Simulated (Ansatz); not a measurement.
Rows from a G0W0 calculation on Na2CaMgP2O8 (P-3m1) (Ansatz 0.2.0; G0W0 on LDA, plane waves, PAW; 6×6×2 mesh, 133 empty bands, screening to 48 eV), in eV. Spin-orbit coupling is left out.

```
row      Σx     Σc     Vxc     Z
  A   -6.45  -3.22  -11.11  0.85
  B   -6.12  -3.27  -10.76  0.86
  C   -7.30  -3.62  -12.95  0.84
  D  -26.23   4.59  -20.76  0.79
  E   -7.45  -3.60  -13.06  0.83
  F  -26.02   4.54  -20.58  0.79
```

**Question.** Which rows are filled states and which are empty ones, and how can one tell?

Filled: D and F. Empty: A, B, C and E. The sign of Σc tells: for a filled state bare exchange, which holds its interaction with itself, lies below Vxc (Σx − Vxc is -5.4 eV or lower here) and screening gives part back as a positive Σc. For an empty state Σx lies above Vxc (+4.6 eV or more) and the Coulomb hole leaves Σc negative.

[Paths, hosts, dates, memory and timing lines, banners, echoed tables and standing remarks are left out of the program output.]

[Logs are printed without paths, hosts, clocks, repeated set-up lines and the standing remarks that a program may print on its own settings, such as how far it seeks lower states.]

[Runs of the session that timed out or met a known fault of the program may be left out.]

[Cells called generated may have been cut or substituted from an entry of the Crystallography Open Database or the Materials Project.]

[Hosts, paths, dates, database ids (printed as entryN), source tags and the programs' standing remarks are cut or masked in the printed files.]
